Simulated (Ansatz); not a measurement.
## Lu (P6_3/mmc): coupling and resistivity by level of theory

Aim: compare λ and ρ(T) of Lu (P6_3/mmc) across functionals, potentials and cells. The first relaxation steps of the session are not shown, so no cell shown is the starting entry, unless a step says so.

Main program and level: Ansatz 0.2.0; DFT PBE, scalar-relativistic, plane waves, PAW, in the first sound run; inputs show where later runs differ.

**What experiment says.**

“CRC Handbook of Chemistry and Physics, 84th edition, Electrical Resistivity of Pure Metals” (2003, CRC Press, section 12, read from Wikipedia's data page) quotes from earlier work for Lu (bulk crystal): resistivity at 295 K 58.2 μΩ cm.

### Step 1. The cell after earlier relaxation steps

It takes space group P6_3/mmc (No. 194, hexagonal). The conventional cell has a = 3.505 Å, b = 3.505 Å, c = 5.463 Å, α = 90.00°, β = 90.00°, γ = 120.00°. Lu has 12 Lu at 3.40 to 3.50 Å nearest.

Coordinates:

```cif
data_structure
_symmetry_space_group_name_H-M 'P6_3/mmc'
_symmetry_Int_Tables_number 194
_cell_length_a 3.5048
_cell_length_b 3.5048
_cell_length_c 5.4630
_cell_angle_alpha 90.000
_cell_angle_beta 90.000
_cell_angle_gamma 120.000
_cell_volume 58.11
loop_
_atom_site_label
_atom_site_type_symbol
_atom_site_symmetry_multiplicity
_atom_site_Wyckoff_symbol
_atom_site_fract_x
_atom_site_fract_y
_atom_site_fract_z
_atom_site_occupancy
Lu1 Lu 2 c 0.33333 0.66667 0.25000 1
```

### Step 2. Relaxing tightly for phonons

Phonons are second derivatives about the minimum, so the remaining forces must be small: the thresholds are tightened. Earlier relaxation steps are not shown.

Contents of input.yaml:

```yaml
crystal:
  lattice:
    - [3.5047617492, 0.0, 0.0]
    - [-1.7523808746, 3.035212709, 0.0]
    - [0.0, 0.0, 5.4630268979]
  atoms:
    - { symbol: Lu, position: [0.3333333333, 0.6666666667, 0.25] }
    - { symbol: Lu, position: [0.6666666667, 0.3333333333, 0.75] }
kpoints:
  mp_grid: { grid: [9, 9, 6] }
hamiltonian:
  xc: pbe
scf:
  occupations: { method: methfessel_paxton, width: 0.2 }
output:
  forces: true
  stress: true
  eigenvalues: true
relax:
  adjacent_minimum: "off"
  f_tol: 0.001
  max_steps: 60
  cell: { stress_tol: 0.01 }
```

Launch:

```sh
$ ansatz run input.yaml --threads 4 --pin off --max-ram 10240MiB --backend cpu --events-out ev --progress --plain --runs-dir out
```

Numbers of over 12 decimals in the logs are rounded to 6 here.

Log:

```text
[the first part of the log is left out]
  E_hartree    = 5633.733057
  E_xc         = -435.502762
  E_vxc        = -515.404828  (∫ρ·V_xc dr)
  E_paw        = -14748.645572  (= ΣΔE_a)
  E_vpaw       = 704.426899  (= ΣTr[D̂ρ^β])
  E_aug_tail   = 0.000069  (compensation charges beyond the density's cutoff)
  E_ewald      = -8452.204127
  E_smearing   = -0.000571  (= −TS)
  E_closure    = 0.000000  (closes the sum)
  Σ components = -29464.852836   (vs F -29464.852836, Δ=0.00e0)
--- Forces (eV/Å), atoms counted from 1 ---
  atom   1  Lu    -0.00000000     0.00000000     0.00000000
  atom   2  Lu     0.00000000    -0.00000000    -0.00000000
  max |Σ_I F_I| component: 9.25e-18 eV/Å
--- Stress (GPa, compression-positive) ---
        0.007018       0.000000       0.000000
       -0.000000       0.007018      -0.000000
        0.000000      -0.000000       0.006635
  P = ⅓ Tr σ = 0.0069 GPa (0.069 kbar)
--- Band table (eV; the first three rows and the last of 48) ---
  k-point 0: bands = ["-42.3938", "-42.3573", "-13.3668", "-12.9355", "-12.9355", "-12.8490", "-12.8490", "-12.8143", "7.7203", "8.8005", "8.8095", "8.8182", "8.8405", "8.8405", "8.8466", "8.8466", "8.8576", "8.8576", "8.8665", "8.8909", "8.8909", "8.9091", "8.9134", "11.3630", "14.4363", "15.9392", "15.9392", "16.3896", "16.6850", "16.6850", "17.1889"]
  k-point 1: bands = ["-42.3913", "-42.3597", "-13.3317", "-12.9297", "-12.9297", "-12.8549", "-12.8549", "-12.8534", "7.9273", "8.7950", "8.8137", "8.8194", "8.8289", "8.8289", "8.8483", "8.8483", "8.8630", "8.8630", "8.8650", "8.8969", "8.8969", "8.9094", "8.9131", "11.1050", "14.3866", "15.8262", "15.8262", "16.1714", "16.4991", "16.4991", "17.5389"]
  k-point 2: bands = ["-42.3847", "-42.3664", "-13.2345", "-12.9585", "-12.9140", "-12.9140", "-12.8708", "-12.8708", "8.5168", "8.7933", "8.8038", "8.8221", "8.8221", "8.8337", "8.8337", "8.8344", "8.8592", "8.8823", "8.8823", "8.9018", "8.9018", "8.9102", "8.9123", "10.3624", "14.5164", "15.6203", "15.7355", "15.7355", "16.1333", "16.1333", "18.2900"]
  k-point 47: bands = ["-42.3576", "-42.3576", "-13.2528", "-13.2528", "-13.1192", "-13.1192", "-12.9087", "-12.9087", "8.8330", "8.8330", "8.8406", "8.8406", "8.8424", "8.8424", "8.8517", "8.8517", "8.8586", "8.8586", "8.8672", "8.8672", "8.8903", "8.8903", "13.1602", "13.1602", "13.2872", "13.2872", "14.1160", "14.1160", "17.1537", "17.1537", "19.0217"]
--- Relaxed structure (1 steps of the walk, 1 accepted, 1 SCFs on fresh bases) ---
  F+E_penalty+E_count = -29464.85283571 eV   max|allowed force component| = 7.401e-17 eV/Å   (the final SCF, on the basis selected at the relaxed cell)
  cell:  # Å, volume = 58.1140 Å³
    - [3.504762, 0.0, 0.0]
    - [-1.752381, 3.035213, 0.0]
    - [0.0, 0.0, 5.4630268979]
  atoms:
    - { symbol: Lu, position: [0.333333, 0.666667, 0.250000] }
    - { symbol: Lu, position: [0.666667, 0.333333, 0.750000] }
```

Run time: 2.6 s. Hardware: 4 threads of Intel Xeon Platinum 8488C (Sapphire Rapids), shared host; peak memory 0.47 GiB.

Little changed from the start: no atom moved by 0.005 Å and no cell edge by 0.1 %.

This step gave:

| Item | Value |
| --- | --- |
| pressure | 0.006890 GPa |
| volume per atom | 29.06 Å³ |
| metallic on mesh | yes |
| gap on the k-mesh | 0 eV |

The largest force is now zero by symmetry and the largest stress component 0.0070 GPa.

### Step 3. Tight relaxation (LDA, PAW)

The cell is relaxed at this level, with tight thresholds.

This step: DFT LDA, scalar-relativistic, plane waves, PAW (Ansatz 0.2.0).

input.yaml: that of step 2 with these lines changed.

```diff
@@ -11,3 +11,3 @@
 hamiltonian:
-  xc: pbe
+  xc: lda
 scf:
```

Total energies of two functionals don't compare.

Log:

```text
[the first part of the log is left out]
  E_xc         = -433.399880
  E_vxc        = -516.600823  (∫ρ·V_xc dr)
  E_paw        = -14274.252620  (= ΣΔE_a)
  E_vpaw       = 686.030717  (= ΣTr[D̂ρ^β])
  E_aug_tail   = 0.000062  (compensation charges beyond the density's cutoff)
  E_ewald      = -8772.068053
  E_core_change = 4.637270  (= ΣΔE_core)
  E_smearing   = 0.002123  (= −TS)
  E_closure    = -0.000000  (closes the sum)
  Σ components = -28985.990615   (vs F -28985.990615, Δ=0.00e0)
[...]
--- Stress (GPa, compression-positive) ---
        0.000136       0.000000       0.000000
        0.000000       0.000136       0.000000
        0.000000       0.000000      -0.000709
  P = ⅓ Tr σ = -0.0001 GPa (-0.001 kbar)
--- Band table (eV; the first three rows and the last of 48) ---
[...]
--- Relaxed structure (6 steps of the walk, 6 accepted, 2 SCFs on fresh bases) ---
[...]
cell:  # Å, volume = 51.9662 Å³
    - [3.387013, 0, 0]
    - [-1.693507, 2.933240, 0]
    - [0, 0, 5.230663]
  atoms:
    - { symbol: Lu, position: [0.333333, 0.666667, 0.25] }
    - { symbol: Lu, position: [0.666667, 0.333333, 0.75] }
```

It took 8.6 s on 4 threads; peak memory 0.47 GiB; 31 s of CPU time.

Step by step:

```csv
step,energy less that of the first step (eV),largest force component (eV/Å),pressure (GPa),volume (Å³)
1,0.0000,0.0000,-5.14,58.11
2,-0.1064,0.0000,0.99,51.11
3,-0.1089,0.0000,-0.13,52.11
4,-0.1090,0.0000,-0.01,51.99
5,-0.1090,0.0000,0.00,51.98
6,-0.1079,0.0000,-0.02,51.98
7,-0.1079,0.0000,0.00,51.97
8,-0.1079,0.0000,0.00,51.97
```

The log counts 2 steps on a newly chosen plane-wave basis, not all of them marked here; energy and pressure can jump at such steps.

```csv
"conventional cell, symmetrised",before,after,change
a (Å),3.505,3.387,-3.4 %
b (Å),3.505,3.387,-3.4 %
c (Å),5.463,5.231,-4.3 %
volume (Å³/atom),29.06,25.98,-10.6 %
```

The relaxed structure:

```xyz
2
Lattice="3.3870 0.0000 0.0000 -1.6935 2.9332 0.0000 0.0000 0.0000 5.2307" Properties=species:S:1:pos:R:3 pbc="T T T"
Lu    0.0000    1.9555    1.3077
Lu    1.6935    0.9777    3.9230
```

This step gave:

```
pressure        : -1.46e-4 GPa
volume per atom : 25.98 Å³
```

The largest force is now zero by symmetry and the largest stress component 7.1e-4 GPa, small enough for phonons.

(Part 1 of 5 ends here.)

[Logs are printed without paths, hosts, clocks, repeated set-up lines and the standing remarks that a program may print on its own settings, such as how far it seeks lower states.]

[Hosts, paths, dates, database ids (printed as entryN), source tags and the programs' standing remarks are cut or masked in the printed files.]
